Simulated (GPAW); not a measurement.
# Optical response of AlN

Aim: the dielectric function of AlN, and the optical constants that follow from it.

Calculated with GPAW 26.7.0; DFT, PBE, plane-wave PAW (GPAW data sets), scalar-relativistic, RPA, optical limit.

## (1) Set-up

It takes space group F-43m (No. 216, cubic). Conventional cell: a = 4.368 Å, b = 4.368 Å, c = 4.368 Å, α = 90.00°, β = 90.00°, γ = 90.00°. Al has 4 N at 1.89 Å nearest. Nearest to N lie 4 Al at 1.89 Å. Farther neighbours and most contacts between anions are not listed.

Coordinates:

```cif
data_structure
_symmetry_space_group_name_H-M 'F-43m'
_symmetry_Int_Tables_number 216
_cell_length_a 4.3680
_cell_length_b 4.3680
_cell_length_c 4.3680
_cell_angle_alpha 90.000
_cell_angle_beta 90.000
_cell_angle_gamma 90.000
_cell_volume 83.34
loop_
_atom_site_label
_atom_site_type_symbol
_atom_site_symmetry_multiplicity
_atom_site_Wyckoff_symbol
_atom_site_fract_x
_atom_site_fract_y
_atom_site_fract_z
_atom_site_occupancy
Al1 Al 4 a 0.00000 0.00000 0.00000 1
N1 N 4 d 0.25000 0.25000 0.75000 1
```

## (2) Ground state

The self-consistent density comes first; it also tells whether there is a gap, which decides the occupations and the need for a Drude term.

This step: DFT, PBE, plane-wave PAW (GPAW data sets), scalar-relativistic, ground state (GPAW 26.7.0).

gs.py reads:

```python
from ase import Atoms
from ase.dft.bandgap import bandgap
from gpaw import GPAW, PW, FermiDirac

atoms = Atoms(['Al', 'N'],
              cell=[[0.000000000000, 2.183993559600, 2.183993559600],
                    [2.183993559600, 0.000000000000, 2.183993559600],
                    [2.183993559600, 2.183993559600, 0.000000000000]],
              scaled_positions=[[0.000000000000, 0.000000000000, 0.000000000000],
                                [0.250000000000, 0.250000000000, 0.250000000000]],
              pbc=[True, True, True])
atoms.calc = GPAW(mode=PW(500), xc='PBE', kpts={'size': (10, 10, 10), 'gamma': True},
                  occupations=FermiDirac(0.05), maxiter=150, txt='gs.txt')
print('energy (eV)', atoms.get_potential_energy())
print('Fermi level (eV)', atoms.calc.get_fermi_level())
print('valence electrons', atoms.calc.get_number_of_electrons())
print('gap (eV)', bandgap(atoms.calc, output=None)[0])
print('direct gap (eV)', bandgap(atoms.calc, direct=True, output=None)[0])
atoms.calc.write('gs.gpw')
```

The run is started by

```bash
> OMP_NUM_THREADS=1 python gs.py
```

Numbers of over 12 decimals in the logs are rounded to 6 here.

The log of the run:

```text
__  _  _
 | _ |_)|_||  |
 |__||  | ||/\| - 26.7.0

Versions:
  Python: 3.12.14
  ASE:    3.29.0
  Numpy:  2.5.5
  Scipy:  1.18.1
  Libxc:  7.0.0

Input parameters:
  mode=PW(ecut=500.0),
  kpts=MonkhorstPack(size=(10, 10, 10), gamma=True),
  maxiter=150,
  occupations=Occupations(name='fermi-dirac', width=0.05, fixmagmom=False),
  xc=XC(name='PBE')

Diagonalizing LCAO Hamiltonian
Converting LCAO to pw mode

           N
       Al

Atoms  # Å, Bohr magnetons
|   | symbol |        x |        y |        z |    initial magnetic moments |
| 0 |     Al | 0.000000 | 0.000000 | 0.000000 | ( 0.0000,  0.0000,  0.0000) |
| 1 |      N | 1.091997 | 1.091997 | 1.091997 | ( 0.0000,  0.0000,  0.0000) |

Unit cell  # Å
| periodic |        x |        y |        z |  lengths |    angles |
|      yes | 0.000000 | 2.183994 | 2.183994 | 3.088633 | 60.000000 |
|      yes | 2.183994 | 0.000000 | 2.183994 | 3.088633 | 60.000000 |
|      yes | 2.183994 | 2.183994 | 0.000000 | 3.088633 | 60.000000 |

Number of symmetries: 24
Symmetry operations  # r_c * U_cc + t_c -> r_c
|    | kind |            matrix            |
|  0 |  E   |  1, 0, 0,  0, 1, 0,  0, 0, 1 |
|  1 |  σ   |  1, 0, 0,  0, 0, 1,  0, 1, 0 |
|  2 |  σ   |  1, 0,-1,  0, 1,-1,  0, 0,-1 |
|  3 |  C3  |  1, 0,-1,  0, 0,-1,  0, 1,-1 |
|  4 |  C3  |  1,-1, 0,  0,-1, 1,  0,-1, 0 |
|  5 |  σ   |  1,-1, 0,  0,-1, 0,  0,-1, 1 |
|  6 |  σ   |  0, 1, 0,  1, 0, 0,  0, 0, 1 |
|  7 |  C3  |  0, 1, 0,  0, 0, 1,  1, 0, 0 |
|  8 |  C2  |  0, 1,-1,  1, 0,-1,  0, 0,-1 |
|  9 |  S4  |  0, 1,-1,  0, 0,-1,  1, 0,-1 |
| 10 |  C3  |  0, 0, 1,  1, 0, 0,  0, 1, 0 |
| 11 |  σ   |  0, 0, 1,  0, 1, 0,  1, 0, 0 |
| 12 |  S4  |  0, 0,-1,  1, 0,-1,  0, 1,-1 |
| 13 |  C3  |  0, 0,-1,  0, 1,-1,  1, 0,-1 |
| 14 |  S4  |  0,-1, 1,  1,-1, 0,  0,-1, 0 |
| 15 |  C2  |  0,-1, 1,  0,-1, 0,  1,-1, 0 |
| 16 |  C3  |  0,-1, 0,  1,-1, 0,  0,-1, 1 |
| 17 |  S4  |  0,-1, 0,  0,-1, 1,  1,-1, 0 |
| 18 |  S4  | -1, 1, 0, -1, 0, 1, -1, 0, 0 |
| 19 |  C3  | -1, 1, 0, -1, 0, 0, -1, 0, 1 |
| 20 |  C3  | -1, 0, 1, -1, 1, 0, -1, 0, 0 |
| 21 |  S4  | -1, 0, 1, -1, 0, 0, -1, 1, 0 |
| 22 |  σ   | -1, 0, 0, -1, 1, 0, -1, 0, 1 |
| 23 |  C2  | -1, 0, 0, -1, 0, 1, -1, 1, 0 |

BZ-sampling:
  Number of BZ points: 1000
  Number of IBZ points: 47

  Monkhorst-Pack size: [10, 10, 10]
  Monkhorst-Pack shift: [0.05, 0.05, 0.05]

K-points  # in reciprocal-cell coordinates
|     |                                coordinates |     weight |
|   0 | (  0.00000000,   0.00000000,   0.00000000) | 0.00100000 |
|   1 | (  0.10000000,   0.10000000,   0.00000000) | 0.00600000 |
|   2 | (  0.10000000,   0.10000000,   0.10000000) | 0.00800000 |
|   3 | (  0.20000000,   0.10000000,   0.10000000) | 0.01200000 |
|   4 | (  0.20000000,   0.20000000,   0.00000000) | 0.00600000 |
|   5 | (  0.20000000,   0.20000000,   0.10000000) | 0.02400000 |
|   6 | (  0.20000000,   0.20000000,   0.20000000) | 0.00800000 |
|   7 | (  0.30000000,   0.20000000,   0.10000000) | 0.02400000 |
|   8 | (  0.30000000,   0.20000000,   0.20000000) | 0.02400000 |
|   9 | (  0.30000000,   0.30000000,   0.00000000) | 0.00600000 |
| ... |                                            |            |
|  46 | (  0.50000000,   0.50000000,   0.50000000) | 0.00400000 |

Plane wave coefficients: 544
Cutoff: 500.0 eV

Spin-components: 1 (collinear spins)
Bands:           8
Projectors:      10
Spin-degeneracy: 2
Datatype:        complex128

Parallelization:
  kpt:    1
  domain: 1
  band:   1

Density:
  Valence electrons: 8.0
  Components: 1
  Grid points: [16 16 16]
  Charge: 0.0  # |e|

Potential:
  Grid points: [16 16 16]

species:
  Al:
    name:    Aluminium
    id:
    Z:       13.0
    valence: 3
    core:    10
    charge:  0.0  # [|e|]
    compensation charges:
      type: gauss
      rc: 0.34  # [Å]
      lmax: 2
    cutoffs:
      filter: 1.91  # [Å]
      core: 2.36  # [Å]
    projectors
    | kind |    occ | energy [eV] | rcut [Å] |
    |   3s |  2.000 |      -7.753 |    1.085 |
    |   3p |  1.000 |      -2.712 |    1.085 |
    |    s |        |      19.459 |    1.085 |
    |    p |        |      24.499 |    1.085 |
    |    d |        |       0.000 |    1.085 |

    Using partial waves for Al as LCAO basis

  N:
    name:    Nitrogen
    id:
    Z:       7.0
    valence: 5
    core:    2
    charge:  0.0  # [|e|]
    compensation charges:
      type: gauss
      rc: 0.18  # [Å]
      lmax: 2
    cutoffs:
      filter: 1.11  # [Å]
      core: 0.96  # [Å]
    projectors
    | kind |    occ | energy [eV] | rcut [Å] |
    |   2s |  2.000 |     -18.583 |    0.603 |
    |   2p |  3.000 |      -7.089 |    0.529 |
    |    s |        |       8.629 |    0.603 |
    |    p |        |      20.123 |    0.529 |
    |    d |        |       0.000 |    0.577 |

    Using partial waves for N as LCAO basis

Reference energy: -8085.144769  # eV

eigensolver:
  PPCG
  Converge bands: occupied
  niter=2

density mixing:
  MSR1-Mixer
  Pratt-step length: 0.05
  Maximum mixing coefficient: 0.75
  Old densities: 10
  SVD Regularization: 0.005
  Good broyden scale: 1.0
  Trust region scale: 1.0
  Backstep threshold: 4.0
  History deletion threshold: 6.0
  Fourier metric: weight=20.0, sigma=0.015

occupation numbers:
  Fermi-Dirac:
    width: 0.0500  # eV

poisson solver:
  ecut: 4000.0  # eV

xc functional:
  name: PBE with 2 nearest neighbor stencil

convergence criteria:
- Maximum [total energy] change in last 3 cyles: 0.0005 eV / valence electron
- Maximum integral of absolute [dens]ity change: 0.0001 electrons / valence electron
- Maximum integral of absolute [eigenst]ate change: 4e-08 eV^2 / valence electron
maximum number of iterations: 150

SCF iterations
|iter     |      energy | eigst |  dens |
|iter:   1||  -16.041875 | -0.28 |       |
|iter:   2||  -15.570723 | -2.03 | -0.56 |
|iter:   3||  -14.197752 | -0.66 | -0.61 |
|iter:   4||  -14.207266 | -2.90 | -1.25 |
|iter:   5||  -14.212464 | -3.42 | -1.56 |
|iter:   6||  -14.212523 | -5.21 | -2.75 |
|iter:   7||  -14.212536c| -6.36 | -3.13 |
|iter:   8||  -14.212536c| -8.34c| -4.44c|

Converged in 8 steps
SCF loop duration: 3.127 s (0.391 s/step)
Energy contributions relative to reference atoms: (reference = -8085.144769)

Energy contributions:
  Kinetic:          14.607931
  Coulomb:         -11.690358
  Zero:             -0.069473
  External:          0.000000
  Xc:              -17.060636
  Entropy:          -0.000000
  Spinorbit:         0.000000
  ----------------------------
  Free energy:     -14.212536
  Extrapolated:    -14.212536

dipole moment: (-8.615156, -8.615156, -8.615156)  # |e|*Ang

Fermi level: 6.986
Eigenvalues  # (at kpt = [0.000, 0.000, 0.000])
| band index |      eig [eV] | occ [0-2] |
|          0 |        -9.073 |     2.000 |
|          1 |         6.011 |     2.000 |
|          2 |         6.011 |     2.000 |
|          3 |         6.011 |     2.000 |
|          4 |        10.122 |     0.000 |
|          5 |        18.554 |     0.000 |
|          6 |        18.554 |     0.000 |
|          7 |        18.554 |     0.000 |

Gap: 3.278 eV
Transition (v -> c):
  (s=0, k=0, n=3, [0.00, 0.00, 0.00]) -> (s=0, k=41, n=4, [0.50, 0.50, 0.00])
Direct/indirect transitions are different
Direct gap: 4.111 eV
Transition at: (s=0, k=0, n=3, [0.00, 0.00, 0.00])

--- standard output ---
energy (eV) -14.212536
Fermi level (eV) 6.986131
valence electrons 8.0
gap (eV) 3.278037
direct gap (eV) 4.110777
```

Run time: 4.7 s. Hardware: 1 thread of Arm Neoverse V1, shared host; peak memory 0.12 GiB.

Read-outs, printed or worked out from the files:

- energy: -14.21 eV
- Fermi energy: 6.986 eV
- gap on the k-mesh: 3.278 eV
- direct gap on the mesh: 4.111 eV
- electrons: 8

There is a gap, 3.28 eV on this mesh (points off the mesh can give less), so no carriers' term is needed.

## (3) Bands for the response

At the fixed density, many empty bands are solved on the mesh of the response, since the spectrum sums over them.

This step: DFT, PBE, plane-wave PAW (GPAW data sets), scalar-relativistic, bands at fixed density (GPAW 26.7.0).

nscf.py reads:

```python
from ase.dft.bandgap import bandgap
from gpaw import GPAW, FermiDirac

calc = GPAW('gs.gpw').fixed_density(kpts={'size': (18, 18, 18), 'gamma': True}, nbands=30, convergence={'bands': 24},
                                    occupations=FermiDirac(0.001), txt='nscf.txt')
print('gap (eV)', bandgap(calc, output=None)[0])
print('direct gap (eV)', bandgap(calc, direct=True, output=None)[0])
print('top band over the Fermi level (eV)', min(calc.get_eigenvalues(kpt=k)[23] for k in range(len(calc.get_ibz_k_points()))) - calc.get_fermi_level())
calc.write('full.gpw', mode='all')
```

The run is started by

```bash
> OMP_NUM_THREADS=1 python nscf.py
```

The log of the run:

```text
Diagonalizing LCAO Hamiltonian
Converting LCAO to pw mode
convergence criteria:
- Maximum integral of absolute [eigenst]ate change: 4e-08 eV^2 / valence electron
maximum number of iterations: 150

SCF iterations
|iter     |      energy | eigst |  dens |
|iter:   1||             | +3.46 |       |
|iter:   2||             | +1.79 |       |
|iter:   3||             | -0.50 |       |
|iter:   4||             | -2.03 |       |
|iter:   5||             | -3.63 |       |
|iter:   6||             | -4.78 |       |
|iter:   7||             | -6.11 |       |
|iter:   8||             | -6.93 |       |
|iter:   9||             | -7.60c|       |
SCF steps: 9
  __  _  _
 | _ |_)|_||  |
 |__||  | ||/\| - 26.7.0

Versions:
  Python: 3.12.14
  ASE:    3.29.0
  Numpy:  2.5.5
  Scipy:  1.18.1
  Libxc:  7.0.0

Input parameters:
  mode=PW(ecut=500.0),
  convergence={'bands': 24},
  gpts=array([16, 16, 16]),
  kpts=MonkhorstPack(size=(18, 18, 18), gamma=True),
  maxiter=150,
  nbands=30,
  occupations=Occupations(name='fermi-dirac', width=0.001, fixmagmom=False),
  parallel={},
  xc=XC(name='PBE')

--- standard output ---
gap (eV) 3.278037
direct gap (eV) 4.110777
top band over the Fermi level (eV) 43.488585
```

Run time: 44 s. Hardware: 1 thread; peak memory 0.2 GiB.

## (4) Dielectric function, RPA

Transitions between filled and empty bands, summed over the zone, give the optical response, so mesh, band count and broadening shape it.

The induced potential is part of this response.

This step: DFT, PBE, plane-wave PAW (GPAW data sets), scalar-relativistic, RPA, optical limit (GPAW 26.7.0).

df.py reads:

```python
from gpaw.response.df import DielectricFunction

df = DielectricFunction('full.gpw', frequencies={'type': 'nonlinear', 'domega0': 0.03, 'omega2': 8},
                        ecut=60,
                        eta=0.2,
                        nbands=24,
                        txt='df.txt')
for direction in ['x']:
    df.get_dielectric_function(xc='RPA', direction=direction, filename=f'df_{direction}.csv')
```

The run is started by

```bash
> OMP_NUM_THREADS=1 python df.py
```

The log of the run:

```text
Using integrator: PointIntegrator
NonLinearFrequencyDescriptor(from 0.000 to 70.275 eV, 506 points)
Nonperiodic BCs:  [False False False]
Using integrator: PointIntegrator
NonLinearFrequencyDescriptor(from 0.000 to 70.275 eV, 506 points)
Nonperiodic BCs:  [False False False]

Calculating chi0 body with:
    Ground state adapter containing:
    Number of spins: 1
    Number of kpoints: 5832
    Number of irreducible kpoints: 195
    Number of completely occupied states: 4
    Number of partially occupied states: 4

    Linear response parametrization:
    q_c: [0.0, 0.0, 0.0]
    Number of frequency points: 506
    Planewave cutoff: 60.0
    Number of bands: 24
    Number of planewaves: 15
    Broadening (eta): 0.2

Integrating chi0 body.

Symmetries of q_c:
    Direct symmetries (Uq -> q): 24
    Indirect symmetries (TUq -> q): 24
In total 48 allowed symmetries.

195 groups of equivalent kpoints. 96.656379% reduction.

Integral kind: spectral function

Calculating chi0 optical extensions with:
    Ground state adapter containing:
    Number of spins: 1
    Number of kpoints: 5832
    Number of irreducible kpoints: 195
    Number of completely occupied states: 4
    Number of partially occupied states: 4

    Linear response parametrization:
    Number of frequency points: 506
    Planewave cutoff: 60.0
    Number of bands: 24
    Number of planewaves: 15
    Broadening (eta): 0.2
Integrating chi0 head and wings.

Symmetries of q_c:
    Direct symmetries (Uq -> q): 24
    Indirect symmetries (TUq -> q): 24
In total 48 allowed symmetries.

195 groups of equivalent kpoints. 96.656379% reduction.

Integral kind: spectral function wings
```

Run time: 6 s. Hardware: 1 thread; peak memory 0.21 GiB.

Numbers from this step:

* electronic dielectric constant ε∞, mean over x, y and z (by symmetry where fewer were run): 4.423
* main peak of Im epsilon, first axis: 7.678 eV
* centre of weight of the strongest loss peak in the window: 21.48 eV

Values under the direct gap are tails of Lorentzian lines. Table of Im ε, E ∥ x by photon energy; read off at these points:

photon energy (eV), Im ε, E ∥ x and a bar:
```
      0.0       0.00 
      2.0       0.05 
      4.0       0.33 #
      6.0       3.79 #################
      7.7       6.74 ##############################
      8.0       6.66 ##############################
     10.0       4.19 ###################
     12.0       3.94 ##################
     12.8       4.53 ####################
     14.0       3.05 ##############
     16.0       1.43 ######
     18.0       0.76 ###
     20.0       0.42 ##
     22.0       0.31 #
     24.0       0.22 #
     26.0       0.25 #
     28.0       0.23 #
     30.0       0.19 #
     32.0       0.21 #
     34.0       0.23 #
     36.0       0.23 #
```

The Re ε, E ∥ x by photon energy:

| photon energy (eV) | Re ε, E ∥ x |
| --- | --- |
| 0 | 4.42 |
| 2 | 4.65 |
| 4 | 5.85 |
| 6 | 6.64 |
| 8 | 1.50 |
| 10 | 1.59 |
| 12 | 0.859 |
| 14 | -0.923 |
| 16 | -1.19 |
| 18 | -0.643 |
| 20 | -0.156 |
| 22 | 0.134 |
| 24 | 0.380 |
| 26 | 0.411 |
| 28 | 0.565 |
| 30 | 0.613 |
| 32 | 0.679 |
| 34 | 0.670 |
| 36 | 0.679 |

Values under the direct gap are tails of Lorentzian lines. Im ε, E ∥ x against photon energy; read off at these points:

```csv
photon energy (eV),without local fields,with local fields
0.0,0,0
1.0,0.0239,0.0220
2.0,0.0551,0.0511
3.0,0.111,0.104
4.0,0.342,0.334
5.0,1.63,1.60
6.0,4.08,3.79
7.0,6.68,6.17
7.7,7.25,6.74
8.0,7.25,6.66
9.0,3.56,2.93
10.0,4.59,4.19
11.0,5.33,4.03
11.3,5.79,4.24
12.0,5.41,3.94
12.8,5.24,4.53
13.0,4.66,4.44
14.0,2.89,3.05
15.0,1.89,2.41
16.0,1.19,1.43
17.0,0.848,0.983
18.0,0.596,0.758
19.0,0.417,0.496
20.0,0.371,0.421
21.0,0.351,0.380
22.0,0.282,0.312
23.0,0.229,0.242
24.0,0.216,0.219
25.0,0.329,0.314
26.0,0.284,0.252
27.0,0.237,0.192
28.0,0.305,0.230
29.0,0.273,0.192
30.0,0.238,0.189
31.0,0.234,0.190
32.0,0.227,0.208
33.0,0.214,0.219
34.0,0.174,0.227
35.0,0.169,0.196
36.0,0.126,0.228
```

The loss function −Im 1/ε at q → 0, E ∥ x has structure finer than the step of the table below, so its rows give means over 2 eV, whole bins alone (the curve runs from 0 to 36 eV). Peaks (eV: height): 21.5: 3.19.

Values under the direct gap are tails of Lorentzian lines. Loss function −Im 1/ε at q → 0, E ∥ x against energy loss; means over each step:

energy loss (eV), loss function −Im 1/ε at q → 0, E ∥ x and a bar:
```
        2       0.00 
        4       0.01 
        6       0.06 #
        8       0.17 ##
       10       0.21 ##
       12       0.23 ###
       14       0.28 ###
       16       0.42 #####
       18       0.83 #########
       20       2.12 ########################
       22       2.70 ##############################
       24       1.31 ###############
       26       1.02 ###########
       28       0.60 #######
       30       0.44 #####
       32       0.41 #####
       34       0.42 #####
```

The refractive index n and extinction k by photon energy:

| photon energy (eV) | n | k |
| --- | --- | --- |
| 0 | 2.10 | 0 |
| 1 | 2.12 | 0.00521 |
| 2 | 2.16 | 0.0118 |
| 3 | 2.24 | 0.0233 |
| 4 | 2.42 | 0.0690 |
| 5 | 2.63 | 0.305 |
| 6 | 2.67 | 0.708 |
| 7 | 2.62 | 1.18 |
| 8 | 2.04 | 1.63 |
| 9 | 1.59 | 0.922 |
| 10 | 1.74 | 1.20 |
| 11 | 1.69 | 1.19 |
| 12 | 1.56 | 1.26 |
| 13 | 1.43 | 1.55 |
| 14 | 1.06 | 1.43 |
| 15 | 0.818 | 1.47 |
| 16 | 0.580 | 1.23 |
| 17 | 0.476 | 1.03 |
| 18 | 0.419 | 0.905 |
| 19 | 0.352 | 0.704 |
| 20 | 0.383 | 0.550 |
| 21 | 0.450 | 0.423 |
| 22 | 0.487 | 0.320 |
| 23 | 0.529 | 0.229 |
| 24 | 0.640 | 0.171 |
| 25 | 0.691 | 0.227 |
| 26 | 0.668 | 0.188 |
| 27 | 0.710 | 0.135 |
| 28 | 0.766 | 0.150 |
| 29 | 0.766 | 0.125 |
| 30 | 0.792 | 0.119 |
| 31 | 0.823 | 0.115 |
| 32 | 0.833 | 0.125 |
| 33 | 0.839 | 0.131 |
| 34 | 0.830 | 0.137 |
| 35 | 0.852 | 0.115 |
| 36 | 0.835 | 0.137 |

At chosen wavelengths:

```csv
wavelength (nm),n,k,R (%),1/α
1550,2.11,0.004,12.8,30 µm
1064,2.12,0.006,12.9,14 µm
633,2.15,0.012,13.4,4.4 µm
532,2.18,0.015,13.8,2.9 µm
450,2.21,0.020,14.3,1.8 µm
365,2.29,0.032,15.4,914 nm
308,2.43,0.072,17.4,338 nm
```

Below the direct gap, k and the depth come from the tails of the Lorentzian lines, not from transitions.

Rows near the edge hang on the gap, which this functional as a rule makes too small, and phonon-assisted absorption is left out.

## (5) What came out

| Property | Result |
| --- | --- |
| electronic dielectric constant ε∞, mean over x, y and z (by symmetry where fewer were run) (RPA) | 4.42 |
| main peak of Im epsilon, first axis | 7.68 eV |
| centre of weight of the strongest loss peak in the window, first axis | 21.5 eV |

In words: At this level (PBE, RPA) AlN has ε∞ = 4.42 and n = 2.11 at 1550 nm, and Im ε peaks at 7.7 eV. On the mesh the gap is 3.28 eV and the least direct gap 4.11 eV, so on this mesh the band edges lie at different points. Local fields change the static value along x from 4.73 to 4.42 (-7 %). Distinct maxima of Im ε, read by a parabola through the highest points, lie at 7.20 eV (6.7), 7.68 eV (6.7), 11.34 eV (4.3) and 12.83 eV (4.5). Excitons and phonon-assisted transitions are missing; PBE gaps are as a rule too small, which pulls the onset down and ε∞ up. The sum runs over mesh points, so small or evenly spaced maxima can still be ripples of the mesh.

[Machine, clock and banner lines and Python warnings are left out of the logs.]

[Logs are printed without paths, hosts, clocks, repeated set-up lines and the standing remarks that a program may print on its own settings, such as how far it seeks lower states.]

[Hosts, paths, dates, database ids (printed as entryN), source tags and the programs' standing remarks are cut or masked in the printed files.]
